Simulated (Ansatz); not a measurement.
# Sn wire along [100], 25 atoms a period, H-terminated: bands by functional, part 2 of 2

Aim: is the Sn wire along [100], 25 atoms a period, H-terminated a metal or a semiconductor?

Ansatz 0.2.0; DFT PBE, plane waves, PAW; relaxation of a wire's period; PAW set soft_1 (the session's first sound run).

So far. Step 2 (Relaxation of atoms and period): The cell's length comes to 6.624 Å with spin left out.

## (3) Bands of the perfect wire

This step: DFT PBE, plane waves, PAW; bands of a perfect wire; PAW set soft_1 (Ansatz 0.2.0).

At the relaxed period the bands are computed along the axis; those that cross an energy going forward count the channels that a perfect wire would open there.

Input file input.yaml:

```yaml
crystal:
  lattice:
    - [22.121, 0.0, 0.0]
    - [0.0, 22.121, 0.0]
    - [0.0, 0.0, 6.6237762829]
  atoms:
    - { symbol: Sn, position: [0.276207965, 0.573626968, 0.003817421] }
    - { symbol: Sn, position: [0.425106274, 0.425106274, 0.99964544] }
    - { symbol: Sn, position: [0.426373032, 0.723792035, 0.003817421] }
    - { symbol: Sn, position: [0.573626968, 0.276207965, 0.003817421] }
    - { symbol: Sn, position: [0.574893726, 0.574893726, 0.99964544] }
    - { symbol: Sn, position: [0.723792035, 0.426373032, 0.003817421] }
    - { symbol: H, position: [0.155271825, 0.455683598, 0.101070584] }
    - { symbol: H, position: [0.306127735, 0.306127735, 0.10200365] }
    - { symbol: H, position: [0.455683598, 0.155271825, 0.101070584] }
    - { symbol: H, position: [0.544316402, 0.844728175, 0.101070584] }
    - { symbol: H, position: [0.693872265, 0.693872265, 0.10200365] }
    - { symbol: H, position: [0.844728175, 0.544316402, 0.101070584] }
    - { symbol: Sn, position: [0.201936667, 0.5, 0.25] }
    - { symbol: Sn, position: [0.351445417, 0.351445417, 0.255069921] }
    - { symbol: Sn, position: [0.351445417, 0.648554583, 0.244930079] }
    - { symbol: Sn, position: [0.5, 0.201936667, 0.25] }
    - { symbol: Sn, position: [0.5, 0.5, 0.25] }
    - { symbol: Sn, position: [0.5, 0.798063333, 0.25] }
    - { symbol: Sn, position: [0.648554583, 0.351445417, 0.244930079] }
    - { symbol: Sn, position: [0.648554583, 0.648554583, 0.255069921] }
    - { symbol: Sn, position: [0.798063333, 0.5, 0.25] }
    - { symbol: H, position: [0.155271825, 0.544316402, 0.398929416] }
    - { symbol: H, position: [0.306127735, 0.693872265, 0.39799635] }
    - { symbol: H, position: [0.455683598, 0.844728175, 0.398929416] }
    - { symbol: H, position: [0.544316402, 0.155271825, 0.398929416] }
    - { symbol: H, position: [0.693872265, 0.306127735, 0.39799635] }
    - { symbol: H, position: [0.844728175, 0.455683598, 0.398929416] }
    - { symbol: Sn, position: [0.276207965, 0.426373032, 0.496182579] }
    - { symbol: Sn, position: [0.426373032, 0.276207965, 0.496182579] }
    - { symbol: Sn, position: [0.425106274, 0.574893726, 0.50035456] }
    - { symbol: Sn, position: [0.574893726, 0.425106274, 0.50035456] }
    - { symbol: Sn, position: [0.573626968, 0.723792035, 0.496182579] }
    - { symbol: Sn, position: [0.723792035, 0.573626968, 0.496182579] }
    - { symbol: H, position: [0.231021948, 0.380944125, 0.648908339] }
    - { symbol: H, position: [0.380944125, 0.231021948, 0.648908339] }
    - { symbol: H, position: [0.619055875, 0.768978052, 0.648908339] }
    - { symbol: H, position: [0.768978052, 0.619055875, 0.648908339] }
    - { symbol: Sn, position: [0.350176477, 0.5, 0.75] }
    - { symbol: Sn, position: [0.5, 0.350176477, 0.75] }
    - { symbol: Sn, position: [0.5, 0.649823523, 0.75] }
    - { symbol: Sn, position: [0.649823523, 0.5, 0.75] }
    - { symbol: H, position: [0.231021948, 0.619055875, 0.851091661] }
    - { symbol: H, position: [0.380944125, 0.768978052, 0.851091661] }
    - { symbol: H, position: [0.619055875, 0.231021948, 0.851091661] }
    - { symbol: H, position: [0.768978052, 0.380944125, 0.851091661] }
kpoints:
  mp_grid: { grid: [1, 1, 13] }
  band_path: { path: ["Γ", Z], npoints: 90 }
scf:
  occupations: { method: fermi_dirac, width: 0.05 }
hamiltonian:
  xc: pbe
  pseudopotentials: { kind: paw, azcp: { folder: soft_1 } }
output:
  dos: { e_range: [-5, 4] }
  write_potential: true
  write_density: true
  volumetric_format: npy
```

The run is started by

```console
ansatz run input.yaml --threads 4 --pin off --max-ram 16384MiB --backend cpu --events-out ev --progress --plain --runs-dir out
```

Numbers of over 12 decimals in the logs are rounded to 6 here.

The program printed:

```text
[...]
Crystal: 45 atoms, lattice volume = 3241.270 Å³
Basis set: ecut = 420 eV, 63223 PW (Γ)
Bands: 230, of which v1, the nominal top of the filled ones, is band 185 counted from 1 (184 counted from 0)
Symmetry: 8 space group operations
[...]
k-points: 7 of 13
[...]
SCF iter   1: F=—  HF=-150921.712919 eV  |F-HF|=—  |Δ(HF+E_count)|=         —  Δρ=2.48e-2  dr2=2.09e1  ethr=3.10e-3  ⟨swp⟩=6.9  Hψ=6567  notcnv=0  defer=68
[...]
SCF iter  12: F=-150915.920253 eV  HF=-150915.920253 eV  |F-HF|=6.69e-10  |Δ(HF+E_count)|=   4.07e-9  Δρ=1.10e-7  dr2=5.85e-10  ethr=2.24e-12  ⟨swp⟩=1.0  Hψ=4303  notcnv=0
SCF 1 converged in 12 iterations: F = -150915.920253 eV  dr2 = 5.85e-10
[...]
NSCF: frozen V_eff on 91 k-points
WARN: pass on a band path, mesh or list of k-points: the 91 k-points are solved 3 at a time at the most, because the 14.40 GiB of host memory that the pass is priced against does not hold them all with the solver's workspace as planned. The pass can take longer, above all where fewer k-points are solved at a time than the run has threads. As a rule a larger memory budget leaves room for more at once. The budget is what a run with no `--max-ram-frac` typed is planned for, 0.8 of the host's memory or its container's limit. More memory there lifts it, and so does a share over 0.88 that is typed (of such a share the budget is ten elevenths): [rest of the remark cut]
WARN: The input density's exchange-correlation potential varies sharply where the density is thin. Do not read a vacuum level from v_tot or v_xc, or from such a field of the output density. On a cell that repeats whose density bears no net charge and no dipole along the vacuum's axis use v_es (v_loc + v_h of the components); under efield.dipole_correction with no amplitude use v_es + v_field, which holds any external [...]
SCF converged after 12 iterations
an eigenvalue changed by more than its tolerance at an iteration that met the thresholds in force, so the SCF went on 2 times: the last check was not made
the last check of whether an eigenvalue changes by more than its tolerance under the output density was not made (no_room)
Free energy (F): -150915.920253 eV
[...]
Internal energy: -150915.920253 eV  (E = F + TS)
E sigma→0 (E₀):  -150915.920253 eV
Entropy (-TS):   -0.000000 eV (-0.000 meV/atom)
Fermi energy:    -1.101237 eV
[...]
--- Band table (eV; the first three rows and the last of 7) ---
  k-point 0: bands = [... 181 lower, -2.0977, -2.0977, -2.0968, -1.9383, -0.2801, 0.3958, 0.4079, 0.4274, ... 41 higher]
  k-point 1: bands = [... 181 lower, -2.1333, -2.0908, -2.0908, -1.9571, -0.2590, 0.4009, 0.4009, 0.4376, ... 41 higher]
  k-point 2: bands = [... 181 lower, -2.2299, -2.0739, -2.0739, -2.0128, -0.1990, 0.2871, 0.2871, 0.4502, ... 41 higher]
  k-point 6: bands = [... 181 lower, -2.4223, -2.3230, -2.2967, -2.2967, -0.1111, -0.0618, -0.0618, -0.0192, ... 41 higher]
```

Elapsed: 46 min, on 4 threads of Arm Neoverse V1, shared host; peak memory 12 GiB; 3.1 h of CPU time.

This step gave:

| Property | Result |
| --- | --- |
| band gap | 1.658 eV |

Electronic bands along the path, in eV, zero at the Fermi level; v1 is the highest filled band, c1 the lowest empty one:

| point | v4 | v3 | v2 | v1 | c1 | c2 | c3 | c4 |
| --- | --- | --- | --- | --- | --- | --- | --- | --- |
| Γ | -1.00 | -1.00 | -1.00 | -0.84 | 0.82 | 1.50 | 1.51 | 1.53 |
| halfway | -1.29 | -1.02 | -0.96 | -0.96 | 1.00 | 1.20 | 1.20 | 1.41 |
| Z | -1.32 | -1.26 | -1.26 | -1.23 | 0.99 | 1.04 | 1.04 | 1.07 |

The gap is 1.66 eV, with spin left out.

The path shows a direct gap of 1.66 eV (valence top at Γ, conduction bottom at Γ).

## (4) Levels at the same atoms, cutoff 500 eV, k-mesh 1×1×10

This step: DFT r2SCAN, plane waves, PAW; bands of a perfect wire at the PBE geometry; PAW set soft_1 (Ansatz 0.2.0).

The atoms stay at the PBE geometry and the functional changes. r2SCAN also reads the kinetic-energy density; it often gives larger moments and wider gaps than PBE, at a higher cost. Against the first PBE run of this kind, the cutoff is 500 eV against 420 and the mesh along the wire has 10 points against 13.

Edit input.yaml of step 3 so:

```diff
@@ -52,3 +52,3 @@
 kpoints:
-  mp_grid: { grid: [1, 1, 13] }
+  mp_grid: { grid: [1, 1, 10] }
   band_path: { path: ["Γ", Z], npoints: 90 }
@@ -57,8 +57,3 @@
 hamiltonian:
-  xc: pbe
+  xc: r2scan
   pseudopotentials: { kind: paw, azcp: { folder: soft_1 } }
-output:
-  dos: { e_range: [-5, 4] }
-  write_potential: true
-  write_density: true
-  volumetric_format: npy
```

The program printed:

```text
[...]
Crystal: 45 atoms, lattice volume = 3241.270 Å³
Basis set: ecut = 500 eV, 82169 PW (Γ), exchange–correlation on 648×648×200 points (64 copies of the dense FFT grid, shifted against one another)
Bands: 230, of which v1, the nominal top of the filled ones, is band 185 counted from 1 (184 counted from 0)
Symmetry: 8 space group operations
[...]
k-points: 6 of 10
[...]
SCF iter   1: F=—  HF=-151280.535341 eV  |F-HF|=—  |Δ(HF+E_count)|=         —  Δρ=2.38e-2  dr2=1.87e1  dr2_τ=1.52e-1  ethr=3.10e-3  ⟨swp⟩=6.8  Hψ=5527  notcnv=0  defer=75
[...]
SCF iter  10: F=-151277.387657 eV  HF=-151277.387657 eV  |F-HF|=7.90e-8  |Δ(HF+E_count)|=   1.99e-6  Δρ=9.23e-7  dr2=5.69e-8  dr2_τ=1.07e-9  ethr=2.70e-11  ⟨swp⟩=18.5  Hψ=7505  notcnv=0
SCF 1 converged in 10 iterations: F = -151277.387657 eV  dr2 = 5.69e-8
[...]
SCF converged after 10 iterations
Free energy (F): -151277.387657 eV
[...]
Internal energy: -151277.387657 eV  (E = F + TS)
E sigma→0 (E₀):  -151277.387657 eV
Fermi energy:    -1.115491 eV
[...]
--- Band table (eV; the first three rows and the last of 6) ---
  k-point 0: bands = [... 181 lower, -2.2845, -2.2708, -2.2708, -2.1113, -0.1230, 0.4515, 0.4722, 0.4805, ... 41 higher]
  k-point 1: bands = [... 181 lower, -2.3466, -2.2596, -2.2596, -2.1434, -0.0932, 0.4599, 0.4599, 0.5168, ... 41 higher]
  k-point 2: bands = [... 181 lower, -2.4999, -2.2402, -2.2402, -2.2373, -0.0168, 0.3081, 0.3081, 0.4886, ... 41 higher]
  k-point 5: bands = [... 181 lower, -2.6219, -2.5544, -2.5544, -2.5281, -0.0128, 0.0397, 0.0397, 0.0852, ... 41 higher]
```

Run time: 67 min. Hardware: 4 threads; peak memory 12 GiB; 4.4 h of CPU time.

This step gave:

| Item | Value |
| --- | --- |
| band gap | 1.988 eV |

Electronic bands along the path, in eV, zero at the Fermi level; v1 is the highest filled band, c1 the lowest empty one:

| point | v4 | v3 | v2 | v1 | c1 | c2 | c3 | c4 |
| --- | --- | --- | --- | --- | --- | --- | --- | --- |
| Γ | -1.17 | -1.16 | -1.16 | -1.00 | 0.99 | 1.57 | 1.59 | 1.60 |
| halfway | -1.47 | -1.19 | -1.13 | -1.13 | 1.14 | 1.33 | 1.33 | 1.53 |
| Z | -1.51 | -1.44 | -1.44 | -1.41 | 1.10 | 1.16 | 1.16 | 1.20 |

The gap is 1.99 eV, against 1.66 eV under PBE at the relaxed period.

## (5) Results

| Item | Value |
| --- | --- |
| cell length, PBE | 6.624 Å |
| gap, PBE | 1.66 eV |
| gap, r2SCAN | 1.99 eV |

Under PBE the cell's length is 6.62 Å, and a gap of 1.66 eV makes it a semiconductor. At the relaxed period the wire is gapped under every functional, from 1.66 eV (PBE) to 1.99 eV (r2SCAN). Weak screening in one dimension makes quasiparticle gaps larger than the semilocal gaps, as a rule.

[Logs are printed without paths, hosts, clocks, repeated set-up lines and the standing remarks that a program may print on its own settings, such as how far it seeks lower states.]

[Hosts, paths, dates, database ids (printed as entryN), source tags and the programs' standing remarks are cut or masked in the printed files.]
